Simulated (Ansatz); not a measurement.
# GaP (F-43m): thermal expansion from first principles, part 2 of 2

How much does GaP expand with temperature?

Experimental results on record:
- volume expansion coefficient 15.9 1e-6/K, heat capacity C_P per formula unit 44.2 J/mol/K and bulk modulus 88.7 GPa near room temperature (given in “High-Throughput Prediction of Finite-Temperature Properties using the Quasi-Harmonic Approximation”, 2016, arXiv:1603.06924)

Ansatz 0.2.0; DFT LDA, scalar-relativistic, plane waves, PAW.

So far, principal linear expansion coefficients at 298 K (× 1e-6/K): step 6 (phonons on strained cells, cutoff 550 eV, k-mesh 8×8×8) 4.96. Also isothermal bulk modulus at 298 K (GPa): step 6 86.9. The relaxed cell has a = 5.391 Å (conventional setting).

## 7. Phonons on strained cells, cutoff 487.2 eV, k-mesh 12×12×12 (continued)

Quasi-harmonic; a, b, c are the run's own cell vectors. Expansion, by row:

| T (K) | a (Å) | b (Å) | c (Å) | alpha (deg) | beta (deg) | gamma (deg) | cell volume (Å³/cell) | alpha_a (1e-6/K) | alpha_b (1e-6/K) | alpha_c (1e-6/K) | alpha_V (1e-6/K) | C_P (J/mol-atom/K) | C_V (J/mol-atom/K) | S (J/mol-atom/K) | B_T (GPa) | B_S (GPa) | Grueneisen | extrapolation | fit error (1e-6/K) |
| --- | --- | --- | --- | --- | --- | --- | --- | --- | --- | --- | --- | --- | --- | --- | --- | --- | --- | --- | --- |
| 0 | 3.818 | 3.818 | 3.818 | 60 | 60 | 60 | 39.35 | 0 | 0 | 0 | 0 | 0 | 0 | 0 | 88.71 | 88.71 | - | 0 | 0 |
| 50 | 3.818 | 3.818 | 3.818 | 60 | 60 | 60 | 39.35 | -0.14 | -0.14 | -0.14 | -0.43 | 4.778 | 4.778 | 2.156 | 88.67 | 88.67 | -0.094 | 0 | 0 |
| 100 | 3.818 | 3.818 | 3.818 | 60 | 60 | 60 | 39.35 | 1.03 | 1.03 | 1.03 | 3.08 | 10.96 | 10.96 | 7.445 | 88.46 | 88.47 | 0.294 | 0 | 0 |
| 150 | 3.818 | 3.818 | 3.818 | 60 | 60 | 60 | 39.37 | 2.61 | 2.61 | 2.61 | 7.83 | 15.69 | 15.68 | 12.84 | 88.11 | 88.16 | 0.522 | 0 | 0 |
| 200 | 3.819 | 3.819 | 3.819 | 60 | 60 | 60 | 39.38 | 3.75 | 3.75 | 3.75 | 11.26 | 18.73 | 18.7 | 17.81 | 87.67 | 87.8 | 0.626 | 0 | 0.01 |
| 250 | 3.82 | 3.82 | 3.82 | 60 | 60 | 60 | 39.41 | 4.5 | 4.5 | 4.5 | 13.5 | 20.61 | 20.56 | 22.2 | 87.2 | 87.4 | 0.679 | 0 | 0.01 |
| 298.1 | 3.821 | 3.821 | 3.821 | 60 | 60 | 60 | 39.44 | 4.98 | 4.98 | 4.98 | 14.94 | 21.77 | 21.7 | 25.94 | 86.73 | 87 | 0.709 | 0 | 0.01 |
| 300 | 3.821 | 3.821 | 3.821 | 60 | 60 | 60 | 39.44 | 5 | 5 | 5 | 14.99 | 21.81 | 21.74 | 26.08 | 86.71 | 86.99 | 0.71 | 0 | 0.01 |
| 350 | 3.822 | 3.822 | 3.822 | 60 | 60 | 60 | 39.47 | 5.34 | 5.34 | 5.34 | 16.03 | 22.61 | 22.51 | 29.5 | 86.21 | 86.56 | 0.729 | 0 | 0.01 |
| 400 | 3.823 | 3.823 | 3.823 | 60 | 60 | 60 | 39.5 | 5.6 | 5.6 | 5.6 | 16.79 | 23.16 | 23.04 | 32.56 | 85.7 | 86.13 | 0.743 | 0 | 0.01 |
| 450 | 3.824 | 3.824 | 3.824 | 60 | 60 | 60 | 39.53 | 5.8 | 5.8 | 5.8 | 17.39 | 23.56 | 23.42 | 35.31 | 85.18 | 85.69 | 0.753 | 0 | 0.01 |
| 500 | 3.825 | 3.825 | 3.825 | 60 | 60 | 60 | 39.57 | 5.96 | 5.96 | 5.96 | 17.87 | 23.86 | 23.7 | 37.81 | 84.67 | 85.24 | 0.761 | 0 | 0.01 |
| 550 | 3.826 | 3.826 | 3.826 | 60 | 60 | 60 | 39.61 | 6.09 | 6.09 | 6.09 | 18.27 | 24.09 | 23.91 | 40.09 | 84.15 | 84.8 | 0.767 | 0 | 0.01 |
| 600 | 3.827 | 3.827 | 3.827 | 60 | 60 | 60 | 39.64 | 6.21 | 6.21 | 6.21 | 18.62 | 24.28 | 24.07 | 42.2 | 83.63 | 84.35 | 0.772 | 0 | 0.01 |
| 650 | 3.828 | 3.828 | 3.828 | 60 | 60 | 60 | 39.68 | 6.31 | 6.31 | 6.31 | 18.93 | 24.43 | 24.2 | 44.15 | 83.11 | 83.91 | 0.777 | 0 | 0.01 |
| 700 | 3.83 | 3.83 | 3.83 | 60 | 60 | 60 | 39.72 | 6.4 | 6.4 | 6.4 | 19.21 | 24.55 | 24.3 | 45.96 | 82.59 | 83.46 | 0.781 | 0 | 0.02 |
| 750 | 3.831 | 3.831 | 3.831 | 60 | 60 | 60 | 39.76 | 6.49 | 6.49 | 6.49 | 19.48 | 24.66 | 24.38 | 47.66 | 82.07 | 83.01 | 0.785 | 0 | 0.03 |
| 800 | 3.832 | 3.832 | 3.832 | 60 | 60 | 60 | 39.79 | 6.57 | 6.57 | 6.57 | 19.72 | 24.75 | 24.45 | 49.26 | 81.55 | 82.56 | 0.788 | 0 | 0.04 |

Expansion coefficient against temperature; values in 1e-6/K:

| temperature (K) | volume | principal 1 |
| --- | --- | --- |
| 0 | 0 | 0 |
| 50 | -0.43 | -0.14 |
| 100 | 3.08 | 1.03 |
| 150 | 7.83 | 2.61 |
| 200 | 11.3 | 3.75 |
| 250 | 13.5 | 4.5 |
| 298 | 14.9 | 4.98 |
| 300 | 15.0 | 5 |
| 350 | 16.0 | 5.34 |
| 400 | 16.8 | 5.6 |
| 450 | 17.4 | 5.8 |
| 500 | 17.9 | 5.96 |
| 550 | 18.3 | 6.09 |
| 600 | 18.6 | 6.21 |
| 650 | 18.9 | 6.31 |
| 700 | 19.2 | 6.4 |
| 750 | 19.5 | 6.49 |
| 800 | 19.7 | 6.57 |

Changing the k-mesh (8×8×8 → 12×12×12) and the cutoff (550 → 487.2 eV) takes the volume expansion at 298 K from 14.9 to 14.9 × 10⁻⁶/K and B_T from 86.9 to 86.7 GPa.

## 8. The quasi-harmonic study, cutoff 487.2 eV

input.yaml reads:

```yaml
crystal:
  lattice:
    - [0.0, 2.6956500585, 2.6956500585]
    - [2.6956500585, 0.0, 2.6956500585]
    - [2.6956500585, 2.6956500585, 0.0]
  atoms:
    - { symbol: Ga, position: [0.0, 0.0, 0.0] }
    - { symbol: P, position: [0.25, 0.25, 0.25] }
kpoints:
  mp_grid: { grid: [8, 8, 8] }
hamiltonian:
  xc: lda
scf:
  occupations: { method: fixed }
output:
  eigenvalues: true
phonons:
  method: dfpt
  qmesh: [4, 4, 4]
  temperatures: { t_max: 800.0, t_step: 50 }
  thermal_expansion: {}
```

The mesh is coarser, and so cheaper.

Command:

```sh
$ ansatz run input.yaml --threads 4 --pin off --max-ram 16384MiB --backend cpu --events-out ev --progress --plain --runs-dir out
```

It took 4.5 min on 4 threads of Intel Xeon Platinum 8559C (Emerald Rapids), shared host; peak memory 1.1 GiB.

Changing the k-mesh (12×12×12 → 8×8×8) takes the volume expansion at 298 K from 14.9 to 14.9 × 10⁻⁶/K and B_T from 86.7 to 86.9 GPa.

## 9. The series together

Times are for 4 threads of Intel Xeon Platinum 8559C (Emerald Rapids), shared host. Results by setting:

| no. | functional | cutoff (eV) | k-mesh | q-mesh | method | pressure (GPa) | volume expansion coefficient at 298 K (1e-6/K) | C_P at 298 K (J/mol-atom/K) | isothermal bulk modulus at 298 K (GPa) | time | memory (GiB) |
| --- | --- | --- | --- | --- | --- | --- | --- | --- | --- | --- | --- |
| 1 | lda | 550 | 8×8×8 | 4×4×4 | dfpt | 0 | 14.89 | 21.77 | 86.86 | 4.6 min | 1.3 |
| 2 | lda | 487.2 | 12×12×12 | 4×4×4 | dfpt | 0 | 14.94 | 21.77 | 86.73 | 12 min | 2.8 |
| 3 | lda | 487.2 | 8×8×8 | 4×4×4 | dfpt | 0 | 14.89 | 21.77 | 86.86 | 4.5 min | 1.1 |

The runs together, line volume. Table of expansion coefficient, volume by temperature; values in 1e-6/K:

| temperature (K) | lda, 550, 8×8×8, 4×4×4, dfpt, 0 | lda, 487.2, 12×12×12, 4×4×4, dfpt, 0 | lda, 487.2, 8×8×8, 4×4×4, dfpt, 0 |
| --- | --- | --- | --- |
| 0 | 0 | 0 | 0 |
| 50 | -0.44 | -0.43 | -0.44 |
| 100 | 3.05 | 3.08 | 3.05 |
| 150 | 7.8 | 7.83 | 7.8 |
| 200 | 11.2 | 11.3 | 11.2 |
| 250 | 13.4 | 13.5 | 13.4 |
| 298 | 14.9 | 14.9 | 14.9 |
| 300 | 14.9 | 15.0 | 14.9 |
| 350 | 16.0 | 16.0 | 16.0 |
| 400 | 16.7 | 16.8 | 16.7 |
| 450 | 17.3 | 17.4 | 17.3 |
| 500 | 17.8 | 17.9 | 17.8 |
| 550 | 18.2 | 18.3 | 18.2 |
| 600 | 18.6 | 18.6 | 18.6 |
| 650 | 18.9 | 18.9 | 18.9 |
| 700 | 19.2 | 19.2 | 19.1 |
| 750 | 19.4 | 19.5 | 19.4 |
| 800 | 19.7 | 19.7 | 19.7 |

The runs together, line C_P. The heat capacity, C_P by temperature; values in J/mol-atom/K:

| temperature (K) | lda, 550, 8×8×8, 4×4×4, dfpt, 0 | lda, 487.2, 12×12×12, 4×4×4, dfpt, 0 | lda, 487.2, 8×8×8, 4×4×4, dfpt, 0 |
| --- | --- | --- | --- |
| 0 | 0 | 0 | 0 |
| 50 | 4.78 | 4.78 | 4.78 |
| 100 | 11.0 | 11.0 | 11.0 |
| 150 | 15.7 | 15.7 | 15.7 |
| 200 | 18.7 | 18.7 | 18.7 |
| 250 | 20.6 | 20.6 | 20.6 |
| 298 | 21.8 | 21.8 | 21.8 |
| 300 | 21.8 | 21.8 | 21.8 |
| 350 | 22.6 | 22.6 | 22.6 |
| 400 | 23.2 | 23.2 | 23.2 |
| 450 | 23.6 | 23.6 | 23.6 |
| 500 | 23.9 | 23.9 | 23.9 |
| 550 | 24.1 | 24.1 | 24.1 |
| 600 | 24.3 | 24.3 | 24.3 |
| 650 | 24.4 | 24.4 | 24.4 |
| 700 | 24.6 | 24.6 | 24.6 |
| 750 | 24.7 | 24.7 | 24.7 |
| 800 | 24.8 | 24.8 | 24.8 |

## 10. Results

- settings of these figures: LDA, 487.2 eV, k 12×12×12, q 4×4×4
- volume expansion coefficient at 298 K: 14.94 1e-6/K
- C_P at 298 K: 21.77 J/mol-atom/K
- entropy at 298 K: 25.94 J/mol-atom/K
- isothermal bulk modulus at 298 K: 86.73 GPa
- Grüneisen parameter at 298 K: 0.7090
- volume at 298 K: 19.72 Å³/atom
- principal linear expansion coefficients at 298 K: 4.98, 4.98, 4.98 1e-6/K

In words: Near room temperature GaP expands by 14.9 × 10⁻⁶/K in volume by LDA, with C_P = 21.8 J/(mol K) per mole of atoms and B_T = 86.7 GPa. At low temperature the volume shrinks on warming, because modes with negative Grüneisen parameters outweigh the rest; the coefficient turns positive near 60 K. C_P at room temperature is 87 % of the classical 3R an atom, so the stiffest modes are still partly frozen out. A measured volume expansion coefficient near room temperature is 15.9 1e-6/K (arXiv:1603.06924); the calculated 14.9 1e-6/K differs by -6 %. A measured bulk modulus near room temperature is 88.7 GPa (arXiv:1603.06924); the calculated 86.7 GPa differs by -2 %. The table does not say whether its value is isothermal or adiabatic. A measured heat capacity per formula unit near room temperature is 44.2 J/mol/K (arXiv:1603.06924); the calculated 43.5 J/mol/K differs by -1 %. Changing the k-mesh and cutoff moves the volume expansion at 298 K between 14.9 and 14.9 × 10⁻⁶/K, while the CPU time spans a factor of 2.9. The interpolation has no quadrupole term, so branches near the zone centre are less sure, since this crystal has sites that are not centres of inversion. The PAW files were made for PBE and are used here under another functional, for which the program regenerates the frozen cores.

[Logs are printed without paths, hosts, clocks, repeated set-up lines and the standing remarks that a program may print on its own settings, such as how far it seeks lower states.]

[Hosts, paths, dates, database ids (printed as entryN), source tags and the programs' standing remarks are cut or masked in the printed files.]

[A step with changed settings may run another functional than the one named; its input shows which.]
